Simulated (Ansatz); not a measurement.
# KRuCl6, from a guessed structure to a relaxed one

Starting from a made-up structure for KRuCl6, the aim is the relaxed cell, its shortest contacts and, where a second run follows, its electronic structure.

Main program and level: Ansatz 0.2.0; DFT, PBEsol, plane-wave PAW, files of the set soft_1, scalar-relativistic, no spin, cell and ions relaxed at zero pressure; PAW set soft_1, in the first sound run; inputs show where later runs differ.

## 1. Set-up

It takes space group R-3m (No. 166, trigonal). Conventional cell: a = 9.428 Å, b = 9.428 Å, c = 9.417 Å, α = 90.00°, β = 90.00°, γ = 120.00°. Ru has 6 Cl at 2.28 Å nearest. Nearest to K lie 12 Cl at 3.63 to 3.79 Å. Nearest to Cl lie 1 Ru at 2.28 Å and 2 K at 3.63 to 3.79 Å. Farther neighbours and most contacts between anions are not listed.

As a file:

```cif
data_structure
_symmetry_space_group_name_H-M 'R-3m:H'
_symmetry_Int_Tables_number 166
_cell_length_a 9.4280
_cell_length_b 9.4280
_cell_length_c 9.4170
_cell_angle_alpha 90.000
_cell_angle_beta 90.000
_cell_angle_gamma 120.000
_cell_volume 724.91
loop_
_atom_site_label
_atom_site_type_symbol
_atom_site_symmetry_multiplicity
_atom_site_Wyckoff_symbol
_atom_site_fract_x
_atom_site_fract_y
_atom_site_fract_z
_atom_site_occupancy
Ru1 Ru 3 a 0.00000 0.00000 0.00000 1
K1 K 3 b 0.00000 0.00000 0.50000 1
Cl1 Cl 18 h 0.44440 0.22220 0.48030 1
```

## 2. Relaxing cell and atoms

The guess takes its coordinates from another compound and its volume from a rule, so the cell and any free coordinates are relaxed together.

Contents of input.yaml:

```yaml
crystal:
  lattice:
    - [4.714, 2.721629169, 3.139]
    - [-4.714, 2.721629169, 3.139]
    - [0.0, -5.443258338, 3.139]
  atoms:
    - { symbol: Ru, position: [0.0, 0.0, 0.0] }
    - { symbol: K, position: [0.5, 0.5, 0.5] }
    - { symbol: Cl, position: [0.9247, 0.2581, 0.2581] }
    - { symbol: Cl, position: [0.0753, 0.7419, 0.7419] }
    - { symbol: Cl, position: [0.7419, 0.7419, 0.0753] }
    - { symbol: Cl, position: [0.7419, 0.0753, 0.7419] }
    - { symbol: Cl, position: [0.2581, 0.9247, 0.2581] }
    - { symbol: Cl, position: [0.2581, 0.2581, 0.9247] }
kpoints:
  mp_grid: { grid: [5, 5, 5] }
scf:
  occupations: { method: fermi_dirac, width: 0.05 }
hamiltonian:
  xc: pbesol
  pseudopotentials: { kind: paw, azcp: { folder: soft_1 }, xc_functional: pbe }
relax:
  f_tol: 0.015
  max_steps: 70
  cell: {}
output:
  forces: true
  stress: true
```

The run is started by

```sh
> ansatz run input.yaml --threads 4 --pin off --max-ram 10240MiB --backend cpu --events-out ev --progress --plain --runs-dir out
```

Numbers of over 12 decimals in the logs are rounded to 6 here.

Output:

```text
Engine: ansatz 0.2.0, aarch64-unknown-linux-gnu
Pseudopotentials: kind: paw
Pseudopotential: Ru, paw, valence charge 16, recommended cutoff 420 eV (normal), soft_1/Ru.paw.azcp
Pseudopotential: K, paw, valence charge 9, recommended cutoff 420 eV (normal), soft_1/K.paw.azcp
Pseudopotential: Cl, paw, valence charge 7, recommended cutoff 420 eV (normal), soft_1/Cl.paw.azcp
Functional definition: PBEsol
  exchange = pbesol_x
  correlation = pbesol_c
Crystal: 8 atoms, lattice volume = 241.636 Å³
Basis set: ecut = 420 eV, 4715 PW (Γ), exchange–correlation on 90×90×90 points (8 copies of the dense FFT grid, shifted against one another)
Bands: 42, of which v1, the nominal top of the filled ones, is band 34 counted from 1 (33 counted from 0)
Symmetry: 12 space group operations
Space group: R-3m (ITA 166), of the structure as read, at distance tolerance 6.2e-5 Å
k-points: 19 of 125
Non-local potential: Ru, projectors of the file, l = 0: 3, l = 1: 2, l = 2: 2, l = 3: 1
Non-local potential: K, projectors of the file, l = 0: 3, l = 1: 2, l = 2: 2
Non-local potential: Cl, projectors of the file, l = 0: 2, l = 1: 2, l = 2: 1
PAW form: soft (Blöchl's): semilocal exchange-correlation on the pseudo side does not see the compensation charge
PAW frozen core: Ru, regenerated for the run's functional, and the local potential with it (the file was generated under x = pbe(κ = 0.804, μ = 0.219515), c = pbe(β = 0.066725))
PAW frozen core: K, regenerated for the run's functional, and the local potential with it (the file was generated under x = pbe(κ = 0.804, μ = 0.219515), c = pbe(β = 0.066725))
PAW frozen core: Cl, regenerated for the run's functional, and the local potential with it (the file was generated under x = pbe(κ = 0.804, μ = 0.219515), c = pbe(β = 0.066725))
PAW one-centre angular grid: Ru, 590 points (default); XC on 64 Gauss nodes
PAW one-centre angular grid: K, 110 points (default); XC on 64 Gauss nodes
PAW one-centre angular grid: Cl, 110 points (default); XC on 64 Gauss nodes
Initial density: superposition of atomic densities (chi_scale 0.1, normalization cell, long waves kept (reshape's long-wave potential 0.03 eV rms))
Initial wavefunctions: pseudopotential atomic-orbital guess
Functional: x = pbesol(κ = 0.804, μ = 0.123457), c = pbesol(β = 0.046)
SCF iter   1: F=—  HF=-13704.848504 eV  |F-HF|=—  |Δ(HF+E_count)|=         —  Δρ=3.60e-2  dr2=3.46e0  ethr=3.10e-3  ⟨swp⟩=7.6  Hψ=3711  notcnv=0  defer=9
preconditioner: auto → LDOS  [metal: Δε(μ)=0.024 eV  Ē_g=10.082 eV  σ=0.050 eV  W_gap=0.12  n_scr=44 (ndim 8)  ℏωp=18.0 eV  f_vac=0.066  D(μ)=11.71/eV (n_scr^D=98)  β→1.0]
SCF iter   2: F=—  HF=-13703.722019 eV  |F-HF|=—  |Δ(HF+E_count)|=    1.13e0  Δρ=3.94e-2  dr2=2.04e0  ethr=3.10e-3  ⟨swp⟩=5.9  Hψ=1829  notcnv=0  defer=42
SCF iter   3: F=—  HF=-13703.359412 eV  |F-HF|=—  |Δ(HF+E_count)|=   3.63e-1  Δρ=2.41e-2  dr2=7.25e-1  ethr=3.05e-3  ⟨swp⟩=2.9  Hψ=1622  notcnv=0  defer=42
SCF iter   4: F=—  HF=-13703.231992 eV  |F-HF|=—  |Δ(HF+E_count)|=   1.27e-1  Δρ=5.67e-3  dr2=1.45e-1  ethr=1.08e-3  ⟨swp⟩=2.0  Hψ=902  notcnv=0  defer=42
SCF iter   5: F=—  HF=-13703.226707 eV  |F-HF|=—  |Δ(HF+E_count)|=   5.29e-3  Δρ=4.21e-3  dr2=9.41e-2  ethr=2.16e-4  ⟨swp⟩=2.9  Hψ=848  notcnv=0  defer=42
SCF iter   6: F=—  HF=-13703.220677 eV  |F-HF|=—  |Δ(HF+E_count)|=   6.03e-3  Δρ=2.92e-3  dr2=3.77e-2  ethr=1.40e-4  ⟨swp⟩=1.0  Hψ=774  notcnv=0  defer=42
SCF iter   7: F=—  HF=-13703.216536 eV  |F-HF|=—  |Δ(HF+E_count)|=   4.14e-3  Δρ=6.42e-4  dr2=7.46e-4  ethr=5.63e-5  ⟨swp⟩=2.0  Hψ=861  notcnv=0  defer=42
SCF iter   8: F=—  HF=-13703.216740 eV  |F-HF|=—  |Δ(HF+E_count)|=   2.04e-4  Δρ=2.49e-4  dr2=1.21e-4  ethr=1.11e-6  ⟨swp⟩=2.0  Hψ=1451  notcnv=0  defer=42
SCF iter   9: F=—  HF=-13703.216756 eV  |F-HF|=—  |Δ(HF+E_count)|=   1.63e-5  Δρ=7.53e-5  dr2=1.05e-5  ethr=1.81e-7  ⟨swp⟩=2.2  Hψ=1179  notcnv=0  defer=42
SCF iter  10: F=—  HF=-13703.216645 eV  |F-HF|=—  |Δ(HF+E_count)|=   1.11e-4  Δρ=1.09e-5  dr2=4.10e-7  ethr=1.57e-8  ⟨swp⟩=2.0  Hψ=1155  notcnv=0  defer=42
SCF iter  11: F=-13703.216645 eV  HF=-13703.216645 eV  |F-HF|=7.66e-9  |Δ(HF+E_count)|=   2.94e-7  Δρ=4.23e-6  dr2=4.03e-8  ethr=1.49e-10  ⟨swp⟩=5.0  Hψ=3108  notcnv=0
SCF 1 converged in 11 iterations: F = -13703.216645 eV  dr2 = 4.03e-8
  greatest PAW one-centre occupation: 1.000 electrons in one spin orbital (limit 2), on the Ru atom at site 0 (counted from 0), in its partial waves of l = 0
relax step   1: F+E_penalty+E_count = -13703.21664538 eV  Δ(F+E_penalty+E_count) = +0.000e0 eV  max|allowed force component| = 3.586e-1 eV/Å  Δτ_max = 0.0000 Å  P = -0.791 GPa  Ω = 241.636 Å³  (11 SCF iters, dr2 threshold 1.00e-7 eV, accepted)
Crystal: 8 atoms, lattice volume = 225.243 Å³
Basis set: ecut = 420 eV, 4413 PW (Γ), exchange–correlation on 90×90×90 points (8 copies of the dense FFT grid, shifted against one another)
Initial density: handed on by an earlier stage of this run
Initial wavefunctions: those handed on with the density
iter 1 solved again at ethr=1.10e-4 eV; its pass at ethr=3.10e-3 eV (dr2=7.39e-2 eV) is discarded
SCF iter   1: F=—  HF=-13703.390078 eV  |F-HF|=—  |Δ(HF+E_count)|=         —  Δρ=6.93e-3  dr2=7.42e-2  ethr=1.10e-4  ⟨swp⟩=3.6  Hψ=4803  notcnv=0
preconditioner: auto → LDOS  [metal: Δε(μ)=0.003 eV  Ē_g=10.833 eV  σ=0.050 eV  W_gap=0.01  n_scr=44 (ndim 8)  ℏωp=18.7 eV  f_vac=0.083  D(μ)=13.11/eV (n_scr^D=134)  β→1.0]
SCF iter   2: F=—  HF=-13703.378447 eV  |F-HF|=—  |Δ(HF+E_count)|=   1.16e-2  Δρ=4.58e-3  dr2=3.85e-2  ethr=1.10e-4  ⟨swp⟩=4.8  Hψ=2303  notcnv=0  defer=3
SCF iter   3: F=—  HF=-13703.369108 eV  |F-HF|=—  |Δ(HF+E_count)|=   9.34e-3  Δρ=2.64e-3  dr2=7.36e-3  ethr=5.75e-5  ⟨swp⟩=2.7  Hψ=1633  notcnv=0  defer=8
SCF iter   4: F=—  HF=-13703.367675 eV  |F-HF|=—  |Δ(HF+E_count)|=   1.43e-3  Δρ=7.07e-4  dr2=1.40e-3  ethr=1.10e-5  ⟨swp⟩=2.1  Hψ=1103  notcnv=0  defer=8
SCF iter   5: F=—  HF=-13703.367569 eV  |F-HF|=—  |Δ(HF+E_count)|=   1.06e-4  Δρ=4.01e-4  dr2=7.52e-4  ethr=2.09e-6  ⟨swp⟩=1.5  Hψ=898  notcnv=0  defer=8
SCF iter   6: F=—  HF=-13703.367451 eV  |F-HF|=—  |Δ(HF+E_count)|=   1.18e-4  Δρ=2.68e-4  dr2=3.21e-4  ethr=1.12e-6  ⟨swp⟩=1.0  Hψ=784  notcnv=0  defer=8
SCF iter   7: F=—  HF=-13703.367422 eV  |F-HF|=—  |Δ(HF+E_count)|=   2.97e-5  Δρ=9.08e-5  dr2=4.48e-5  ethr=4.79e-7  ⟨swp⟩=1.1  Hψ=791  notcnv=0  defer=8
SCF iter   8: F=—  HF=-13703.367420 eV  |F-HF|=—  |Δ(HF+E_count)|=   1.74e-6  Δρ=3.35e-5  dr2=2.87e-6  ethr=6.68e-8  ⟨swp⟩=2.9  Hψ=1350  notcnv=0  defer=8
[...]
SCF iter   5: F=—  HF=-13703.601479 eV  |F-HF|=—  |Δ(HF+E_count)|=   3.26e-4  Δρ=7.40e-4  dr2=1.87e-3  ethr=5.36e-6  ⟨swp⟩=1.0  Hψ=792  notcnv=0  defer=4
SCF iter   6: F=—  HF=-13703.601353 eV  |F-HF|=—  |Δ(HF+E_count)|=   1.26e-4  Δρ=4.07e-4  dr2=5.33e-4  ethr=2.80e-6  ⟨swp⟩=1.0  Hψ=792  notcnv=0  defer=4
SCF iter   7: F=—  HF=-13703.601202 eV  |F-HF|=—  |Δ(HF+E_count)|=   1.50e-4  Δρ=8.33e-5  dr2=3.12e-5  ethr=7.95e-7  ⟨swp⟩=2.7  Hψ=1257  notcnv=0  defer=4
SCF iter   8: F=—  HF=-13703.601202 eV  |F-HF|=—  |Δ(HF+E_count)|=   5.02e-9  Δρ=2.60e-5  dr2=1.48e-6  ethr=4.66e-8  ⟨swp⟩=2.3  Hψ=1197  notcnv=0  defer=4
SCF iter   9: F=-13703.601203 eV  HF=-13703.601203 eV  |F-HF|=3.23e-8  |Δ(HF+E_count)|=   1.46e-7  Δρ=5.24e-6  dr2=7.70e-8  ethr=1.19e-9  ⟨swp⟩=5.0  Hψ=2929  notcnv=0
SCF 3 converged in 9 iterations: F = -13703.601203 eV  dr2 = 7.70e-8
relax step   3: F+E_penalty+E_count = -13703.60120258 eV  Δ(F+E_penalty+E_count) = -2.338e-1 eV  max|allowed force component| = 1.531e-1 eV/Å  Δτ_max = 0.1090 Å  P = -0.761 GPa  Ω = 200.685 Å³  energy of the carried Pulay correction = +6.008e-3 eV  (9 SCF iters, dr2 threshold 8.00e-7 eV, accepted)
[...]
relax step   4: F+E_penalty+E_count = -13703.61078378 eV  Δ(F+E_penalty+E_count) = -9.581e-3 eV  max|allowed force component| = 1.101e-1 eV/Å  Δτ_max = 0.0063 Å  P = -0.516 GPa  Ω = 199.130 Å³  energy of the carried Pulay correction = +6.258e-3 eV  (7 SCF iters, dr2 threshold 8.00e-7 eV, accepted)
[...]
relax step   5: F+E_penalty+E_count = -13703.63589337 eV  Δ(F+E_penalty+E_count) = -2.511e-2 eV  max|allowed force component| = 4.625e-3 eV/Å  Δτ_max = 0.0559 Å  P = +0.182 GPa  Ω = 192.849 Å³  energy of the carried Pulay correction = +7.287e-3 eV  (9 SCF iters, dr2 threshold 8.00e-7 eV, accepted)
[...]
relax step   6: F+E_penalty+E_count = -13703.63673634 eV  Δ(F+E_penalty+E_count) = -8.430e-4 eV  max|allowed force component| = 1.721e-2 eV/Å  Δτ_max = 0.0099 Å  P = +0.039 GPa  Ω = 194.907 Å³  energy of the carried Pulay correction = +6.946e-3 eV  (8 SCF iters, dr2 threshold 1.20e-7 eV, accepted)
[...]
relax step   7: F+E_penalty+E_count = -13703.63712099 eV  Δ(F+E_penalty+E_count) = -3.846e-4 eV  max|allowed force component| = 1.919e-3 eV/Å  Δτ_max = 0.0027 Å  P = +0.006 GPa  Ω = 194.844 Å³  energy of the carried Pulay correction = +6.957e-3 eV  (8 SCF iters, dr2 threshold 2.23e-8 eV, accepted)
Basis set: ecut = 420 eV, 3807 PW (Γ), exchange–correlation on 80×80×80 points (8 copies of the dense FFT grid, shifted against one another)
Initial wavefunctions: pseudopotential atomic-orbital guess (no wavefunctions were taken with the density)
iter 1 solved again at ethr=1.38e-6 eV; its pass at ethr=3.10e-3 eV (dr2=9.26e-4 eV) is discarded
SCF iter   1: F=—  HF=-13703.633722 eV  |F-HF|=—  |Δ(HF+E_count)|=         —  Δρ=1.42e-4  dr2=3.87e-6  ethr=1.38e-6  ⟨swp⟩=3.3  Hψ=6204  notcnv=0
eigensolver tolerance schedule: the retry pair's looser diagonalisation over-reported the residual by 238.44 of it (diagonalisation noise at 0.12 of the residual, at the tolerance the schedule requests for it); recorded, not acted on — ethr = c·dr2/N_el stays at c = 1.0e-1
SCF iter   2: F=—  HF=-13703.633814 eV  |F-HF|=—  |Δ(HF+E_count)|=   9.19e-5  Δρ=1.31e-5  dr2=5.44e-7  ethr=5.77e-9  ⟨swp⟩=2.0  Hψ=1445  notcnv=0
SCF iter   3: F=—  HF=-13703.633814 eV  |F-HF|=—  |Δ(HF+E_count)|=   9.54e-8  Δρ=1.16e-5  dr2=3.05e-7  ethr=8.11e-10  ⟨swp⟩=2.0  Hψ=1447  notcnv=0
SCF iter   4: F=—  HF=-13703.633814 eV  |F-HF|=—  |Δ(HF+E_count)|=   4.90e-8  Δρ=6.25e-6  dr2=1.22e-7  ethr=4.55e-10  ⟨swp⟩=2.3  Hψ=1432  notcnv=0
SCF iter   5: F=—  HF=-13703.633814 eV  |F-HF|=—  |Δ(HF+E_count)|=   7.22e-9  Δρ=4.09e-6  dr2=5.81e-8  ethr=1.83e-10  ⟨swp⟩=1.0  Hψ=798  notcnv=0
SCF iter   6: F=—  HF=-13703.633814 eV  |F-HF|=—  |Δ(HF+E_count)|=   4.99e-9  Δρ=3.41e-6  dr2=1.05e-8  ethr=8.68e-11  ⟨swp⟩=1.0  Hψ=798  notcnv=0
SCF iter   7: F=—  HF=-13703.633814 eV  |F-HF|=—  |Δ(HF+E_count)|=   2.00e-9  Δρ=6.75e-7  dr2=6.42e-10  ethr=1.57e-11  ⟨swp⟩=2.0  Hψ=1302  notcnv=0
SCF iter   8: F=-13703.633814 eV  HF=-13703.633814 eV  |F-HF|=0.00e0  |Δ(HF+E_count)|=  5.64e-11  Δρ=9.16e-8  dr2=1.24e-11  ethr=1.00e-12  ⟨swp⟩=3.6  Hψ=3465  notcnv=0
SCF 8 converged in 8 iterations: F = -13703.633814 eV  dr2 = 1.24e-11
relax step   8: F+E_penalty+E_count = -13703.63381417 eV  Δ(F+E_penalty+E_count) = +3.307e-3 eV  max|allowed force component| = 2.530e-3 eV/Å  Δτ_max = 0.0000 Å  P = -0.009 GPa  Ω = 194.844 Å³  stress off target by 1.66e-2 GPa  SCF on the basis re-selected at this cell (its energy is not comparable with the rows above)  (8 SCF iters)
basis re-selected at this cell: Δ(F+E_penalty+E_count) = +3.307e-3 eV, ΔP = -0.015 GPa vs the last step (what re-selecting the basis moved, of the pressure what is left beyond the Pulay correction that the steps carried, after the strain that the cell walked since its last selection, with what the two solves' SCF thresholds leave and, on support functions, any second-order correction that the steps lacked; it is no measure of the basis error at this ecutwfc). The dense FFT grid was sized anew with the basis: this SCF ran on 40×40×40 points, the steps before it on 45×45×45, so part of this shift can come from that change (see relax.cell in the input reference). [rest of the remark cut]
SCF converged after 8 iterations
Free energy (F): -13703.633814 eV
Harris-Foulkes:  -13703.633814 eV  (|F-HF|=0.00e0)
Internal energy: -13703.542484 eV  (E = F + TS)
E sigma→0 (E₀):  -13703.588149 eV
Entropy (-TS):   -0.091330 eV (-11.416 meV/atom)
Fermi energy:    3.565555 eV
--- Per-component energies (eV) ---
  E_band       = -561.929076
  E_kinetic    = 1624.308805
  E_local      = -5016.598945  (includes V_loc(G=0)·N_el)
  E_nonlocal   = 616.191341
  E_hartree    = 1808.328208
  E_xc         = -936.549160
  E_vxc        = -1068.721434  (∫ρ·V_xc dr)
  E_paw        = -8050.326123  (= ΣΔE_a)
  E_vpaw       = -333.766599  (= ΣTr[D̂ρ^β])
  E_aug_tail   = 0.001241  (compensation charges beyond the density's cutoff)
  E_ewald      = -3749.729627
  E_core_change = 0.831775  (= ΣΔE_core)
  E_smearing   = -0.091330  (= −TS)
  E_closure    = -0.000000  (closes the sum)
  Σ components = -13703.633814   (vs F -13703.633814, Δ=0.00e0)
--- Forces (eV/Å), atoms counted from 1 ---
  atom   1  Ru    -0.00000000     0.00000000    -0.00000000
  atom   2  K      0.00000000     0.00000000    -0.00000000
  atom   3  Cl    -0.00169406    -0.00097807     0.00252988
  atom   4  Cl     0.00169406     0.00097807    -0.00252988
  atom   5  Cl     0.00000000    -0.00195613    -0.00252988
  atom   6  Cl    -0.00169406     0.00097807    -0.00252988
  atom   7  Cl     0.00169406    -0.00097807     0.00252988
  atom   8  Cl    -0.00000000     0.00195613     0.00252988
  max |Σ_I F_I| component: 1.21e-17 eV/Å
--- Stress (GPa, compression-positive) ---
       -0.005794      -0.000000      -0.000000
       -0.000000      -0.005794      -0.000000
       -0.000000      -0.000000      -0.016577
  P = ⅓ Tr σ = -0.0094 GPa (-0.094 kbar)
--- Relaxed structure (7 steps of the walk, 7 accepted, 1 SCFs on fresh bases) ---
  F+E_penalty+E_count = -13703.63381417 eV   max|allowed force component| = 2.530e-3 eV/Å   (the final SCF, on the basis selected at the relaxed cell)
  cell:  # Å, volume = 194.8437 Å³
    - [4.505281, 2.601125, 2.771098]
    - [-4.505281, 2.601125, 2.771098]
    - [0, -5.202251, 2.771098]
  atoms:
    - { symbol: Ru, position: [7.868265313865771e-19, 1.3848166986418895e-18, -2.2878333189818196e-19] }
    - { symbol: K, position: [0.500000, 0.500000, 0.500000] }
    - { symbol: Cl, position: [0.920457, 0.278574, 0.278574] }
    - { symbol: Cl, position: [0.079543, 0.721426, 0.721426] }
    - { symbol: Cl, position: [0.721426, 0.721426, 0.079543] }
    - { symbol: Cl, position: [0.721426, 0.079543, 0.721426] }
    - { symbol: Cl, position: [0.278574, 0.920457, 0.278574] }
    - { symbol: Cl, position: [0.278574, 0.278574, 0.920457] }
```

It took 29 s on 4 threads of Arm Neoverse V1, shared host; peak memory 0.64 GiB.

This run has no spin polarisation although its electron count is odd.

Relaxation path:

| step | energy less that of the first step (eV) | largest force component (eV/Å) | pressure (GPa) | volume (Å³) |
| --- | --- | --- | --- | --- |
| 1 | 0.0000 | 0.3586 | -0.79 | 241.64 |
| 2 | -0.1508 | 0.2624 | -1.42 | 225.24 |
| 3 | -0.3846 | 0.1531 | -0.76 | 200.68 |
| 4 | -0.3941 | 0.1101 | -0.52 | 199.13 |
| 5 | -0.4192 | 0.0046 | 0.18 | 192.85 |
| 6 | -0.4201 | 0.0172 | 0.04 | 194.91 |
| 7 | -0.4205 | 0.0019 | 0.01 | 194.84 |
| 8* | -0.4172 | 0.0025 | -0.01 | 194.84 |

Relaxation steps marked * repeat the geometry before them on a plane-wave basis chosen anew for their cell, so energy and pressure can jump there.

Forces are held to the 12 operations that the run works with; a distortion that breaks them can't arise in this run.

| conventional cell, symmetrised | before | after | change |
| --- | --- | --- | --- |
| a (Å) | 9.428 | 9.011 | -4.4 % |
| b (Å) | 9.428 | 9.011 | -4.4 % |
| c (Å) | 9.417 | 8.313 | -11.7 % |
| volume (Å³/atom) | 30.20 | 24.36 | -19.4 % |

The atoms that moved most (Å, as changes of fractional coordinates times the final cell):

| atom | dx | dy | dz | length |
| --- | --- | --- | --- | --- |
| Cl8 | 0.000 | 0.129 | 0.102 | 0.164 |
| Cl3 | -0.111 | -0.064 | 0.102 | 0.164 |
| Cl7 | 0.111 | -0.064 | 0.102 | 0.164 |
| Cl5 | 0.000 | -0.129 | -0.102 | 0.164 |
| Cl4 | 0.111 | 0.064 | -0.102 | 0.164 |
| Cl6 | -0.111 | 0.064 | -0.102 | 0.164 |

This step gave:

- free energy: -13703.6338 eV
- energy at zero smearing: -13703.5881 eV
- smearing term TS: 0.09133 eV
- Fermi energy: 3.566 eV
- electrons: 67
- symmetry operations: 12
- pressure: -0.009388 GPa

The shortest distance of each pair, which need not be the same contact before and after:

| pair | guess (Å) | relaxed (Å) |
| --- | --- | --- |
| Cl–Ru | 2.282 | 2.285 |
| Cl–Cl | 3.143 | 3.227 |
| Cl–K | 3.633 | 3.340 |
| K–Ru | 4.708 | 4.157 |

The relaxation ends with a largest force component of 0.0025 eV/Å and a pressure of -0.01 GPa.

[end of part 1 of 2]

[Logs are printed without paths, hosts, clocks, repeated set-up lines and the standing remarks that a program may print on its own settings, such as how far it seeks lower states.]

[Hosts, paths, dates, database ids (printed as entryN), source tags and the programs' standing remarks are cut or masked in the printed files.]
